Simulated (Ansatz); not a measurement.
# LaBRh3 (Pm-3m): from the cell to its phonons, part 3 of 3

Wanted: phonon frequencies of LaBRh3 (Pm-3m) and what follows from them.

Ansatz 0.2.0; DFT PBEsol, scalar-relativistic, plane waves, PAW; PAW set soft_1.

So far. Step 3 (Tight relaxation): The forces vanish by symmetry and the pressure is 0.000 GPa, within the tolerances set. The cell now holds 15.07 Å³/atom. Step 4 (Zone-centre response): Before it was imposed, the acoustic sum rule was missed by 1.7e-5 eV/Å². Small misses are needed for a sound result but don't prove that mesh and cutoff are converged. The lowest optical mode is real, 96.5 cm⁻¹. The relaxed cell has a = 4.223 Å (conventional setting).

## 5. Response at finite wavevector (continued)

The partial phonon density of states has structure finer than the step of the table below, so its rows give means over 20 cm⁻¹, whole bins alone (the curve runs from -10 to 636 cm⁻¹). Peaks (cm⁻¹: height): B 494.1: 0.0413, 514.4: 0.0331, 542.8: 0.0352, 571.3: 0.0367, 603.8: 0.0402; La 83.5: 0.0350, 156.7: 0.0900; Rh 132.3: 0.187, 156.7: 0.125.

Phonopy on the run's constants, 13x13x13 mesh, Gaussian sigma 4.6 cm-1. Interpolated from a 4×4×4 q mesh. Partial phonon density of states against wavenumber; means over each step; values in 1/cm⁻¹/cell:

```
wavenumber (cm⁻¹)        B       La       Rh
                0   9.3e-7   3.9e-5   8.1e-5
               20   3.1e-5   4.5e-4   9.6e-4
               40   1.2e-4  0.00221  0.00440
               60   2.4e-4  0.00724   0.0123
               80   4.3e-4   0.0269   0.0353
              100  0.00216   0.0225   0.0432
              120  0.00139   0.0122   0.0813
              140  0.00142   0.0256    0.140
              160   7.3e-4   0.0520   0.0807
              180   2.7e-4   6.9e-4  0.00967
              200   3.4e-4   6.6e-5   0.0174
              220   2.0e-4   1.9e-5   0.0143
              240   2.5e-5        0  0.00305
              260        0        0   2.1e-5
              280        0        0        0
              300        0        0        0
              320        0        0        0
              340        0        0        0
              360        0        0        0
              380        0        0        0
              400        0        0        0
              420        0        0        0
              440        0        0        0
              460   6.7e-7        0        0
              480  0.00814        0  0.00103
              500   0.0253   5.0e-6  0.00290
              520   0.0188   1.1e-5  0.00154
              540   0.0194   1.7e-5   9.3e-4
              560   0.0120   9.3e-6   3.4e-4
              580   0.0198   1.8e-5   3.6e-4
              600   0.0351   3.4e-5   1.6e-4
              620  0.00410   3.0e-6   3.5e-6
```

Harmonic thermodynamic functions per atom, from the density of states. Interpolated from a 4×4×4 q mesh. Thermodynamic functions, by row:

```
T (K)  F_vib (meV/atom)  S (J/mol-atom/K)  C_V (J/mol-atom/K)
    0             39.95                 0                   0
   50             39.52             3.125               7.347
  100             35.85             10.99               14.97
  200             17.69             23.23               20.02
  300            -11.06              31.8               22.15
  400            -47.54             38.34                23.2
  500            -90.08             43.58               23.77
  600            -137.6             47.95                24.1
  700            -189.2             51.68               24.31
  800            -244.5             54.94               24.45
  900              -303             57.82               24.55
 1000            -364.3             60.41               24.63
```

Harmonic mean-square displacement, third of the trace. Interpolated from a 4×4×4 q mesh. Mean square displacements, by row:

```
T (K)  La1 U_eq (Å²)  B2 U_eq (Å²)  Rh3 U_eq (Å²)  Rh4 U_eq (Å²)  Rh5 U_eq (Å²)
    0         0.0011       0.00339        0.00132        0.00132        0.00132
  100        0.00194        0.0039        0.00212        0.00212        0.00212
  300        0.00508       0.00626         0.0054         0.0054         0.0054
  600        0.01002       0.01086         0.0106         0.0106         0.0106
```

Symmetry leaves 10 wavevectors to solve. The lowest mode among them, the acoustic zeros apart, lies at q = (0, 0, 0.25) and is real, 44.6 cm⁻¹.

## 6. Isotope substitution

An isotope changes the mass and not the force constants, so no new electronic calculation is needed; the shifts show which modes move this element.

The same force constants with the mass of B changed from 10.810 to 10.013 u (phonopy, no LO-TO term). Both lists are sorted by frequency; levels can cross, so a row need not hold one and the same mode. Modes under 3 cm⁻¹ are left out. Isotope shifts, by row, the first 40 of 57 rows:

```
       q  rank  natural mass (cm⁻¹)  changed mass (cm⁻¹)
   0 0 0     4                96.55                96.89
   0 0 0     5                96.55                96.89
   0 0 0     6                96.55                96.89
   0 0 0     7                139.6                139.6
   0 0 0     8                139.6                139.6
   0 0 0     9                139.6                139.6
   0 0 0    10                156.4                156.4
   0 0 0    11                156.4                156.4
   0 0 0    12                156.4                156.4
   0 0 0    13                  487                503.7
   0 0 0    14                  487                503.7
   0 0 0    15                  487                503.7
0 0 0.25     1                44.58                44.62
0 0 0.25     2                44.58                44.62
0 0 0.25     3                90.29                 90.3
0 0 0.25     4                 98.7                99.01
0 0 0.25     5                 98.7                99.01
0 0 0.25     6                135.2                135.2
0 0 0.25     7                135.2                135.2
0 0 0.25     8                143.7                143.7
0 0 0.25     9                152.1                152.1
0 0 0.25    10                  154                154.1
0 0 0.25    11                  154                154.1
0 0 0.25    12                170.9                  171
0 0 0.25    13                488.5                505.3
0 0 0.25    14                488.5                505.3
0 0 0.25    15                551.5                572.2
0 0 -0.5     1                79.12                79.12
0 0 -0.5     2                79.12                79.12
0 0 -0.5     3                86.76                87.06
0 0 -0.5     4                86.76                87.06
0 0 -0.5     5                128.5                128.6
0 0 -0.5     6                128.5                128.6
0 0 -0.5     7                140.3                140.3
0 0 -0.5     8                140.7                140.7
0 0 -0.5     9                148.5                148.5
0 0 -0.5    10                150.3                150.3
0 0 -0.5    11                150.3                150.3
0 0 -0.5    12                195.4                195.4
0 0 -0.5    13                489.5                506.5
```

A mode of this element alone would shift by +3.90 %. The highest zone-centre frequency without the field goes from 487.0 to 503.7 cm⁻¹ (+3.4 %). The product of the frequency ratios over all optical modes at Γ is 1.119; the product rule, (m/m′)^(3k/2) (M′/M)^(3/2) with k = 1 such atoms and M the mass of the cell, gives 1.119.

## 7. Summary of results

- space group after relaxation (within 0.01 Å): Pm-3m
- volume per atom: 15.1 Å³
- electronic character: no gap on this mesh
- highest optical mode at the zone centre (no LO-TO term): 487 cm⁻¹
- lowest optical zone-centre mode: 96.5 cm⁻¹
- lowest mode on the q mesh (acoustic modes at Γ apart): 44.6 cm⁻¹
- highest frequency on the path or at a solved wavevector: 610 cm⁻¹
- zero-point energy per atom: 40.0 meV
- heat capacity at 300 K: 22.2 J/(mol atoms K)
- vibrational entropy at 300 K: 31.8 J/(mol atoms K)
- Debye temperature (second moment): 510 K
- imaginary modes on the 4×4×4 q mesh: none

The structure is a minimum as far as tested: no mode is imaginary at the 10 irreducible wavevectors of the 4×4×4 mesh, and the softest away from the acoustic zeros lies at 45 cm⁻¹. The optical modes at Γ span 97 to 487 cm⁻¹. The highest mode in this list at Γ, 487.0 cm⁻¹, is mostly motion of B (88 % of the kinetic energy). On the path and the mesh, the widest gap between branches runs from 244 to 487 cm⁻¹. Magnetic starts were tried first and their moments did not last, so the runs shown are non-magnetic; if the real compound is magnetic, its cell and modes can differ much. With no gap, or one that is small against the smearing, the frequencies hang on the k mesh and the smearing, most of all near Kohn anomalies. The phonon runs are without spin polarisation, although the cell has an odd electron count. Spin-orbit coupling is left out, which can matter for the heavy elements here. The PAW files were made for PBE and serve the other functionals too. These are harmonic frequencies at zero temperature: anharmonic shifts, linewidths and thermal expansion are left out.

[Logs are printed without paths, hosts, clocks, repeated set-up lines and the standing remarks that a program may print on its own settings, such as how far it seeks lower states.]

[Hosts, paths, dates, database ids (printed as entryN), source tags and the programs' standing remarks are cut or masked in the printed files.]
